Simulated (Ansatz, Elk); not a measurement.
**LaBe2: X-ray structure factors from the self-consistent density**

Structure refinements treat a crystal as free atoms side by side. For a made-up structure of LaBe2 (cell and positions from a r2SCAN relaxation) the runs below show what the calculated density changes in F(hkl).

Method: DFT, PBE, all-electron APW+lo, Dirac cores, scalar-relativistic bands, static density, no spin, in Elk 11.2.3 (patched build).

This account leaves out most program logs.

The structure was built from a prototype and need not be the compound's stable phase.

### Step 1. Starting point

The structure is hexagonal, space group P6/mmm (No. 191). Conventional cell: a = 4.263 Å, b = 4.263 Å, c = 3.696 Å, α = 90.00°, β = 90.00°, γ = 120.00°. La has 12 Be at 3.08 Å nearest. Nearest to Be lie 3 Be at 2.46 Å and 6 La at 3.08 Å. Farther neighbours are not listed.

### Step 2. Ground state and structure factors

An all-electron density is needed, since X-rays see the cores too. Task 0 finds the density and task 195 Fourier-transforms it; tshift is off so that phases refer to the origin typed.

elk.in

```
tasks
  0
  195

xctype
  20

spinpol
  .false.

rgkmax
  7.0

gmaxvr
  14.0

lmaxo
  7

lmaxapw
  8

swidth
  0.002

tshift
  .false.

ramdisk
  .false.

hmaxvr
  5.5

maxscl
  120

epspot
  1e-06

sppath
  './'

avec
  8.05557096758 0.00000000000 -0.00000000000
  -4.02778548379 6.97632909991 0.00000000000
  -0.00000000000 0.00000000000 6.98400874385

atoms
  2
  'La.in'
  1
  -0.0000000000 -0.0000000000 0.0000000000   0.000000 0.000000 0.000000
  'Be.in'
  2
  0.6666666667 0.3333333333 0.5000000000   0.000000 0.000000 0.000000
  0.3333333333 0.6666666667 0.5000000000   0.000000 0.000000 0.000000

ngridk
  6 6 6
```

On the command line:

```sh
> OMP_NUM_THREADS=4 elk
```

It took 11 s on 4 threads of Arm Neoverse V2, shared host; peak memory 0.16 GiB.

SFACRHO.OUT:

```text

h k l indices transformed by vhmat matrix:
   1.000000000       0.000000000       0.000000000    
   0.000000000       1.000000000       0.000000000    
   0.000000000       0.000000000       1.000000000    

      h      k      l  multipl.   |H|            Re(F)            Im(F)           |F|

      0      0      0      1   0.0000000       64.999999     -0.23569687E-16   64.999999    
      0      0     -1      2  0.89965313       43.909720     -0.61329085E-15   43.909720    
     -1      1      0      6  0.90064348       46.856928      -0.0000000       46.856928    
     -1      0      1     12   1.2730021       47.975865     -0.34043039E-15   47.975865    
      1     -2      0      6   1.5599603       46.662305     -0.23907340E-15   46.662305    
      0      0     -2      2   1.7993063       44.552191      0.99230737E-15   44.552191    
     -2      1     -1     12   1.8007920       37.435793     -0.53537428E-15   37.435793    
     -2      0      0      6   1.8012870       39.214739      0.17021520E-15   39.214739    
     -1      1      2     12   2.0121286       37.367504      0.15319368E-14   37.367504    
     -2      0      1     12   2.0134573       40.726194     -0.68086078E-15   40.726194    
     -2      1     -2     12   2.3813817       39.482810      0.12747630E-14   39.482810    
      1     -3      0     12   2.3828787       34.683986     -0.15319368E-14   34.683986    
     -2      2     -2     12   2.5460043       33.607304     -0.13617216E-14   33.607304    
     -2      3      1     24   2.5470545       36.686529     -0.15319368E-14   36.686529    
      0      0      3      2   2.6989594       31.091981      0.96342824E-15   31.091981    
     -3      3      0      6   2.7019304       37.128116     -0.26480597E-14   37.128116    
      0     -1      3     12   2.8452663       34.739410     -0.10212912E-14   34.739410    
     -3      3     -1     12   2.8477717       30.299360      0.22610861E-14   30.299360
```

Elk indexes on the primitive cell of elk.in and gives |H| = 4π sin θ/λ in inverse bohr. Below, one row stands for each form hkl of the conventional cell (m members, Friedel mates merged), F is for one primitive cell and the density is static (no thermal factor). Free-atom factors are Waasmaier and Kirfel's, and R is Σm||F|−|F'||/Σm|F|.

```csv
hkl,m,sin θ/λ (Å⁻¹),"abs F, DFT",neutral atoms,diff.
001,2,0.135,43.910,44.277,-0.367
100,6,0.135,46.857,46.890,-0.033
101,12,0.191,47.976,47.894,+0.082
110,6,0.235,46.662,46.782,-0.120
002,2,0.271,44.552,44.367,+0.185
111,12,0.271,37.436,37.300,+0.135
200,6,0.271,39.215,39.059,+0.155
102,12,0.303,37.367,37.361,+0.006
201,12,0.303,40.726,40.725,+0.002
112,12,0.358,39.483,39.441,+0.042
210,12,0.358,34.684,34.669,+0.015
202,12,0.383,33.607,33.597,+0.010
211,24,0.383,36.687,36.685,+0.001
003,2,0.406,31.092,31.134,-0.042
300,6,0.406,37.128,37.160,-0.032
103,12,0.428,34.739,34.732,+0.007
301,12,0.428,30.299,30.288,+0.012
212,24,0.449,30.969,30.979,-0.010
```

### Step 3. The highest occupied states alone

An energy window below the Fermi level keeps the highest occupied states, to see at which angles they scatter; shallow core shells can lie inside it and anion s states outside. No new self-consistency is needed.

elk.in, as its differences from that of step 2:

```diff
@@ -1,3 +1,2 @@
 tasks
-  0
   195
@@ -40,2 +39,5 @@
 
+wsfac
+  -0.190260 0.550730
+
 sppath
```

On the command line:

```sh
> OMP_NUM_THREADS=4 elk
```

Elapsed: 4.2 s, on 4 threads; peak memory 0.16 GiB.

States within 12 eV below the Fermi level hold 7.00 electrons; any levels below the window count with the cores. Their amplitudes can exceed the total, where window and core parts have opposite phase:

```csv
hkl,sin θ/λ (Å⁻¹),"abs F, window","abs F, all"
001,0.135,1.390,43.910
100,0.135,0.390,46.857
101,0.191,0.428,47.976
110,0.235,0.070,46.662
002,0.271,0.220,44.552
111,0.271,0.155,37.436
200,0.271,0.181,39.215
102,0.303,0.035,37.367
201,0.303,0.022,40.726
112,0.358,0.020,39.483
```

### Step 4. Another functional

The difference from free atoms is small, so it is set against the change that LDA (Perdew-Wang) makes.

elk.in, as its differences from that of step 3:

```diff
@@ -1,2 +1,3 @@
 tasks
+  0
   195
@@ -4,3 +5,3 @@
 xctype
-  20
+  3
 
@@ -39,5 +40,2 @@
 
-wsfac
-  -0.190260 0.550730
-
 sppath
```

On the command line:

```sh
> OMP_NUM_THREADS=4 elk
```

Wall time 6 s (4 threads); peak memory 0.16 GiB; 15 s of CPU time.

Against the first run R = 0.05 %; the largest change is -0.031 at 410.

### Step 5. A coarser k-mesh

About half the k-points along each axis test the sampling.

elk.in, as its differences from that of step 4:

```diff
@@ -5,3 +5,3 @@
 xctype
-  3
+  20
 
@@ -59,2 +59,2 @@
 ngridk
-  6 6 6
+  3 3 3
```

On the command line:

```sh
> OMP_NUM_THREADS=4 elk
```

Wall time 8.2 s (4 threads); peak memory 0.16 GiB; 14 s of CPU time.

Against the first run R = 0.01 %; the largest change is +0.090 at 110.

### Step 6. Basis size

A smaller basis shows how fast F responds to it; the change is likely larger than the basis error of the first run, but doesn't show convergence.

elk.in, as its differences from that of step 5:

```diff
@@ -11,3 +11,3 @@
 rgkmax
-  7.0
+  5.5
 
@@ -59,2 +59,2 @@
 ngridk
-  3 3 3
+  6 6 6
```

On the command line:

```sh
> OMP_NUM_THREADS=4 elk
```

Run time: 9.5 s. Hardware: 4 threads; peak memory 0.16 GiB; 20 s of CPU time.

Against the first run R = 0.01 %; the largest change is +0.010 at 202.

### Step 7. Settings against the effect

```csv
run,R against the first run (%),"R against neutral atoms, low angle (%)",wall time
"PBE, rgkmax 7",0.00,0.28,11 s
LDA (Perdew-Wang),0.05,0.27,6 s
k-mesh 3×3×3,0.01,0.22,8.2 s
rgkmax 5.5,0.01,0.28,9.5 s
```

### Step 8. What came out

```json
{
 "R against neutral atoms, sin θ/λ < 0.3 Å⁻¹": "0.28 %",
 "R against neutral atoms, 0.3 to 0.82 Å⁻¹": "0.11 %"
}
```

In words: Independent neutral atoms miss the calculated amplitudes by R = 0.28 % below 0.3 Å⁻¹ and 0.11 % from there to 0.82 Å⁻¹; by shells, 0.25 % below 0.15 Å⁻¹ (2 forms), 0.28 % 0.15 to 0.3 (5 forms), 0.03 % 0.3 to 0.45 (11 forms), 0.13 % above 0.45 (63 forms). Bonding, aspherical density and the tables' own atoms all enter these figures, and the runs don't part them. The largest change of an amplitude is -0.37 electrons, at 001. The window's part falls from 7.0 electrons at the origin to at most 0.06 between 0.45 and 0.82 Å⁻¹. Below 0.3 Å⁻¹ the changes that finished (LDA (Perdew-Wang), k-mesh 3×3×3 and rgkmax 5.5) move F by R = 0.07 % at most, against the 0.28 % that separates it from free atoms. Part of the difference isn't bonding: the tables are fits to free atoms and ions calculated by other methods than this functional. Thermal motion, anomalous dispersion and extinction are left out.

[Logs are printed without paths, hosts, clocks, repeated set-up lines and the standing remarks that a program may print on its own settings, such as how far it seeks lower states.]

[Hosts, paths, dates, database ids (printed as entryN), source tags and the programs' standing remarks are cut or masked in the printed files.]
